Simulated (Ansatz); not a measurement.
# AlN (F-43m): the HSE06 gap against the k mesh of the hybrid

How far can the k mesh of the hybrid be lowered for the gap of AlN (F-43m)?

Calculated with Ansatz 0.2.0; DFT, HSE06, plane waves, PAW; PAW set soft_1.

## 1. The starting structure

It takes space group F-43m (No. 216, cubic). The conventional cell has a = 4.368 Å, b = 4.368 Å, c = 4.368 Å, α = 90.00°, β = 90.00°, γ = 90.00°. Al has 4 N at 1.89 Å nearest. Nearest to N lie 4 Al at 1.89 Å. Farther neighbours and most contacts between anions are not listed.

The cell and positions are those that the Materials Project relaxed with its own functionals (PBE, PBE+U or r2SCAN), kept fixed. This is not the form that AlN usually takes at ambient conditions.

## 2. k mesh of the hybrid: 4×4×4

The input, input.yaml:

```yaml
crystal:
  lattice:
    - [0.0, 2.1839935596, 2.1839935596]
    - [2.1839935596, 0.0, 2.1839935596]
    - [2.1839935596, 2.1839935596, 0.0]
  atoms:
    - { symbol: Al, position: [0.0, 0.0, 0.0] }
    - { symbol: "N", position: [0.75, 0.75, 0.75] }
kpoints:
  mp_grid: { grid: [4, 4, 4] }
  band_path:
    path:
      - [0.0, 0.0, 0.0]
      - [-0.5, -0.5, 0.0]
      - [-0.375, -0.375, 0.25]
      - [-0.375, 0.0, 0.375]
      - [0.0, 0.0, 0.5]
      - [-0.5, -0.25, 0.25]
    npoints: 1
hamiltonian:
  xc: hse06
  pseudopotentials: { kind: paw, azcp: { folder: soft_1 } }
scf:
  occupations: { method: fixed }
  n_extra_bands: 4
output:
  eigenvalues: true
```

The run is started by

```console
$ ansatz run input.yaml --threads 3 --pin off --max-ram 92160MiB --backend cuda --events-out ev --progress --plain --runs-dir out --devices 1 --max-vram 13GiB
```

Numbers of over 12 decimals in the logs are rounded to 6 here.

What it wrote:

```text
scf.n_extra_bands = 4 over 4 filled bands (N_el = 8.0): the run solves 8 bands
GPUs: using 1 of 1 available (devices: 1).
Engine: ansatz 0.2.0, x86_64-unknown-linux-gnu
Pseudopotentials: kind: paw
Pseudopotential: Al, paw, valence charge 3, recommended cutoff 420 eV (normal), soft_1/Al.paw.azcp
Pseudopotential: N, paw, valence charge 5, recommended cutoff 420 eV (normal), soft_1/N.paw.azcp
Functional definition: HSE06
  parameter a = 0.25
  parameter omega = 0.11/bohr
  exchange = pbe_x - a*pbe_x_sr(omega) + a*exact_x_sr(omega)
  correlation = pbe_c
davidson cushion auto → on  (no smearing: the cushion is to keep the highest requested band from converging to the state above it; pin scf.eigensolver.cushion to override)
device memory: the entry about to start is reckoned to put 0.7 GiB on a device that reports 59.8 GiB free (of which the cap on the GPU budget leaves the run 13.0 GiB)
GPU FFT provider: cuFFT
GPU libraries: cuBLAS 13.8.2, cuFFT 12.4.0, cuSOLVER 12.3.4
Crystal: 2 atoms, lattice volume = 20.835 Å³
Basis set: ecut = 420 eV, 411 PW (Γ)
Bands: 8, of which v1, the nominal top of the filled ones, is band 4 counted from 1 (3 counted from 0)
Symmetry: 24 space group operations
Space group: F-43m (ITA 216), of the structure as read, at distance tolerance 2.8e-5 Å
k-points: 8 of 64 (time reversal used)
Non-local potential: Al, projectors of the file, l = 0: 2, l = 1: 2, l = 2: 1
Non-local potential: N, projectors of the file, l = 0: 2, l = 1: 2, l = 2: 1
PAW form: soft (Blöchl's): semilocal exchange-correlation on the pseudo side does not see the compensation charge
PAW frozen core: Al, regenerated for the run's functional, and the local potential with it (the file was generated under x = pbe(κ = 0.804, μ = 0.219515), c = pbe(β = 0.066725))
PAW frozen core: N, regenerated for the run's functional, and the local potential with it (the file was generated under x = pbe(κ = 0.804, μ = 0.219515), c = pbe(β = 0.066725))
PAW one-centre angular grid: Al, 110 points (default); XC on 64 Gauss nodes
PAW one-centre angular grid: N, 110 points (default); XC on 64 Gauss nodes
Initial density: superposition of atomic densities (chi_scale 0.1, normalization cell, long waves kept (reshape's long-wave potential 0.00 eV rms))
Initial wavefunctions: pseudopotential atomic-orbital guess
GPU buffer pool allocated for 13824 grid points (all kernels)
GPU transforms: local potential and band sums: pruned to the plane-wave sphere, on 24×24×24
Functional: x = pbe(κ = 0.804, μ = 0.219515), c = pbe(β = 0.066725), warm-up for x = pbe(κ = 0.804, μ = 0.219515) + 0.25 (exact − pbe) at short range (hse, ω = 0.207870 Å⁻¹), c = pbe(β = 0.066725); HSE06 as pw.x's `hse` composes it (authors' and Libxc's form: `xc: wpbeh`)
SCF iter   1: F=—  HF=-925.644860 eV  |F-HF|=—  |Δ(HF+E_count)|=         —  Δρ=1.40e-1  dr2=5.00e0  ethr=1.00e-1  ⟨swp⟩=4.5  Hψ=252  notcnv=0
preconditioner: auto → none  [insulator: Δε(μ)=5.462 eV  Ē_g=16.579 eV  n_scr=0 (ndim 8)  ℏωp=23.0 eV  f_vac=0.000]
SCF iter   2: F=—  HF=-924.368697 eV  |F-HF|=—  |Δ(HF+E_count)|=    1.28e0  Δρ=7.62e-2  dr2=7.06e-1  ethr=6.25e-2  ⟨swp⟩=2.9  Hψ=174  notcnv=0
iter 3 solved again at ethr=7.30e-4 eV; its pass at ethr=8.82e-3 eV (dr2=5.84e-2 eV) is discarded
SCF iter   3: F=—  HF=-924.173442 eV  |F-HF|=—  |Δ(HF+E_count)|=   1.95e-1  Δρ=2.40e-2  dr2=5.82e-2  ethr=7.30e-4  ⟨swp⟩=2.1  Hψ=325  notcnv=0
SCF iter   4: F=-924.166729 eV  HF=-924.167343 eV  |F-HF|=6.14e-4  |Δ(HF+E_count)|=   6.10e-3  Δρ=2.60e-3  dr2=7.73e-4  ethr=7.28e-4  ⟨swp⟩=2.0  Hψ=160  notcnv=0
SCF 1 stopped early in 4 iterations: F = -924.166729 eV  dr2 = 7.73e-4
  greatest PAW one-centre occupation: 0.789 electrons in one spin orbital (limit 2), on the N atom at site 1 (counted from 0), in its partial waves of l = 0
device memory: the entry about to start is reckoned to put 0.8 GiB on a device that reports 59.5 GiB free (of which the cap on the GPU budget leaves the run 13.0 GiB)
GPU FFT provider: cuFFT
[...]
Frozen-core exchange: fock
SCF iter   1: F=—  HF=-924.635403 eV  |F-HF|=—  |Δ(HF+E_count)|=         —  Δρ=4.60e-3  dr2=3.95e-3  ethr=9.67e-5  ⟨swp⟩=4.5  Hψ=271  notcnv=0
preconditioner: auto → none  [insulator: Δε(μ)=4.547 eV  Ē_g=17.543 eV  n_scr=0 (ndim 8)  ℏωp=23.0 eV  f_vac=0.000]
SCF iter   2: F=—  HF=-924.634033 eV  |F-HF|=—  |Δ(HF+E_count)|=   1.37e-3  Δρ=8.98e-4  dr2=3.43e-4  ethr=4.49e-5  ⟨swp⟩=2.0  Hψ=160  notcnv=0
SCF iter   3: F=—  HF=-924.636365 eV  |F-HF|=—  |Δ(HF+E_count)|=   2.33e-3  Δρ=1.09e-3  dr2=1.12e-4  ethr=1.59e-6  ⟨swp⟩=4.0  Hψ=254  notcnv=0
SCF iter   4: F=—  HF=-924.636330 eV  |F-HF|=—  |Δ(HF+E_count)|=   3.41e-5  Δρ=6.13e-5  dr2=2.80e-6  ethr=1.33e-6  ⟨swp⟩=2.0  Hψ=160  notcnv=0
SCF iter   5: F=-924.636355 eV  HF=-924.636355 eV  |F-HF|=3.75e-7  |Δ(HF+E_count)|=   2.47e-5  Δρ=8.11e-5  dr2=7.03e-7  ethr=9.93e-9  ⟨swp⟩=4.0  Hψ=245  notcnv=0
SCF 2 stopped early in 5 iterations: F = -924.636355 eV  dr2 = 7.03e-7
hybrid outer 1: dexx = +2.746e-3 eV, tail = 4.81e-6 eV
GPU FFT provider: cuFFT
GPU libraries: cuBLAS 13.8.2, cuFFT 12.4.0, cuSOLVER 12.3.4
GPU buffer pool allocated for 13824 grid points (all kernels)
GPU transforms: local potential and band sums: pruned to the plane-wave sphere, on 24×24×24
Exchange kernel: α = 0.2500, screened, ω = 0.2079 Å⁻¹, Wigner–Seitz truncation, v(0) = 960.6074 eV·Å³, q-mesh 4×4×4, nearest image of the exchange supercell L = 12.35 Å, pair-density grid 12×12×12, without the augmentation charges, whose exchange is taken in its separable form by FFT convolution over the k-point mesh (sized by the pseudopotential files, 18×18×18 at the most), smooth part of the exact exchange by density-matrix convolution in up to 406.4 MiB of GPU memory as planned if the GPU has room (build and FFT work areas not counted)
Frozen-core exchange: fock
SCF iter   1: F=—  HF=-924.636338 eV  |F-HF|=—  |Δ(HF+E_count)|=         —  Δρ=1.53e-5  dr2=1.59e-8  ethr=3.01e-7  ⟨swp⟩=2.2  Hψ=165  notcnv=0
preconditioner: auto → none  [insulator: Δε(μ)=4.550 eV  Ē_g=17.534 eV  n_scr=0 (ndim 8)  ℏωp=23.0 eV  f_vac=0.000]
SCF iter   2: F=-924.636338 eV  HF=-924.636338 eV  |F-HF|=5.72e-9  |Δ(HF+E_count)|=   3.50e-8  Δρ=6.77e-6  dr2=6.32e-9  ethr=1.52e-10  ⟨swp⟩=4.2  Hψ=252  notcnv=0
SCF 3 converged in 2 iterations: F = -924.636338 eV  dr2 = 6.32e-9
hybrid outer 2: dexx = +3.774e-8 eV, tail = 1.61e-8 eV, Δε = 7.78e-4 eV (about 5.46e-5 eV left of the loop's levels)
device memory: the entry about to start is reckoned to put 0.3 GiB on a device that reports 61.8 GiB free (of which the cap on the GPU budget leaves the run 13.0 GiB)
NSCF: frozen V_eff on 6 k-points
hybrid SCF converged: 2 outer / 7 inner (+4 warm-up), last move |dexx| = 3.77e-8 eV, tail = 1.61e-8 eV
Stability not checked: this state was not tested for a lower state beside it, because the functional holds exact exchange (a hybrid, or Hartree-Fock), whose exchange loop this test does not read (fock_operator; see scf.lower_state_search)
Free energy (F): -924.636338 eV
Frozen-core exchange: fock
Harris-Foulkes:  -924.636338 eV  (|F-HF|=5.72e-9)
Internal energy: -924.636338 eV  (E = F + TS)
E sigma→0 (E₀):  -924.636338 eV
Fermi energy:    6.046590 eV
--- Per-component energies (eV) ---
  E_band       = 4.257667
  E_kinetic    = 157.372349
  E_local      = -209.115233  (includes V_loc(G=0)·N_el)
  E_nonlocal   = 43.575466
  E_hartree    = 77.600719
  E_xc         = -80.432737
  E_vxc        = -86.185191  (∫ρ·V_xc dr)
  E_exx        = -17.941471  (= α·E_x^exact, valence–valence)
  E_paw        = -599.025712  (= ΣΔE_a)
  E_vpaw       = -20.709257  (= ΣTr[D̂ρ^β])
  E_aug_tail   = 0.000831  (compensation charges beyond the density's cutoff)
  E_ewald      = -296.603555
  E_core_change = -0.066995  (= ΣΔE_core)
  E_smearing   = -0.000000  (= −TS)
  E_closure    = -0.000000  (closes the sum)
  Σ components = -924.636338   (vs F -924.636338, Δ=0.00e0)
--- Band table (eV; the first three rows and the last of 8) ---
  k-point 0: bands = ["-10.3746", "6.0466", "6.0466", "6.0466", "11.6228", "20.3325", "20.3325", "20.3325"]
  k-point 1: bands = ["-9.4699", "2.5619", "5.7710", "5.7710", "14.0081", "18.7531", "20.0552", "20.0552"]
  k-point 2: bands = ["-8.2063", "-0.2630", "5.5245", "5.5245", "14.9446", "17.6839", "18.7835", "18.7835"]
  k-point 7: bands = ["-7.4742", "1.9822", "2.3329", "3.2028", "13.4689", "19.1184", "19.7536", "20.1903"]
```

The job ended after 12 s (1 × NVIDIA H100 80GB HBM3 (shared by 6 runs) with 3 threads of AMD EPYC 7R13 (Zen 3), shared host; peak memory 0.97 GiB; 6.2 s of CPU time).

Reading the cycles: dr2 is the Hartree energy of the density residual (eV), the measure of convergence; HF is the Harris–Foulkes estimate of the energy, which meets the free energy F at convergence.

This step gave:

```yaml
gap: 4.550 eV
valence_top_at: Γ
conduction_bottom_at: X
least_direct_gap: 5.576 eV
exact_exchange_fraction: 0.25
```

The gap is indirect, with the least direct gap 1.03 eV higher.

## 3. k mesh of the hybrid: 8×8×8

input.yaml, as its differences from that of step 2:

```diff
@@ -9,3 +9,3 @@
 kpoints:
-  mp_grid: { grid: [4, 4, 4] }
+  mp_grid: { grid: [8, 8, 8] }
   band_path:
@@ -27 +27,5 @@
   eigenvalues: true
+  write_density: true
+  write_potential: true
+  elf: true
+  volumetric_format: npy
```

What it wrote:

```text
[...]
GPUs: using 1 of 1 available (devices: 1).
[...]
GPU FFT provider: cuFFT
GPU libraries: cuBLAS 13.8.2, cuFFT 12.4.0, cuSOLVER 12.3.4
Crystal: 2 atoms, lattice volume = 20.835 Å³
Basis set: ecut = 420 eV, 411 PW (Γ)
Bands: 8, of which v1, the nominal top of the filled ones, is band 4 counted from 1 (3 counted from 0)
Symmetry: 24 space group operations
[...]
k-points: 29 of 512 (time reversal used)
[...]
SCF 3 converged in 2 iterations: F = -924.668039 eV  dr2 = 6.18e-9
[...]
NSCF: frozen V_eff on 6 k-points
[...]
Free energy (F): -924.668039 eV
Frozen-core exchange: fock
[...]
Internal energy: -924.668039 eV  (E = F + TS)
E sigma→0 (E₀):  -924.668039 eV
Fermi energy:    6.031049 eV
[...]
--- Band table (eV; the first three rows and the last of 29) ---
[...]
```

Elapsed: 23 s, on 1 × NVIDIA H100 80GB HBM3 (shared by 6 runs) with 3 threads; peak memory 1.1 GiB; 19 s of CPU time.

This step gave:

- gap: 4.554 eV
- valence top at: Γ
- conduction bottom at: X
- least direct gap: 5.560 eV

The gap is 4.554 eV, +0.004 eV from the run before at this level.

## 4. The series

Differences are against the last row; a negative gap means that bands overlap, and a run with a band path holds that path's time. Times are wall times on 1 × NVIDIA H100 80GB HBM3 (shared by 6 runs) with 3 threads of AMD EPYC 7R13 (Zen 3), shared host, good to a factor of about two.

| k mesh of the hybrid | gap (eV) | direct gap (eV) | gap error (eV) | energy error (meV/atom) | irreducible k | time |
| --- | --- | --- | --- | --- | --- | --- |
| 4×4×4 | 4.550 | 5.576 | −0.004 | +15.9 | 8 | 12 s |
| 8×8×8 | 4.554 | 5.560 | +0.000 | +0.0 | 29 | 23 s |

## 5. Summary of results

- 4×4×4: 4.550 eV
- 8×8×8: 4.554 eV

What this shows: The gap holds to 0.02 eV from 4×4×4 on, the cheapest setting tried. At 4×4×4 the gap is off by −0.004 eV and the energy by +16 meV/atom. The gap is read over the mesh and added points near the edges, so meshes differ mainly through the density and, for a hybrid, the exchange operator.

[Paths, hosts, dates, memory and timing lines, banners, echoed tables and standing remarks are left out of the program output.]

[Logs are printed without paths, hosts, clocks, repeated set-up lines and the standing remarks that a program may print on its own settings, such as how far it seeks lower states.]

[Runs of the session that timed out or met a known fault of the program may be left out.]

[Cells called generated may have been cut or substituted from an entry of the Crystallography Open Database or the Materials Project.]

[Hosts, paths, dates, database ids (printed as entryN), source tags and the programs' standing remarks are cut or masked in the printed files.]
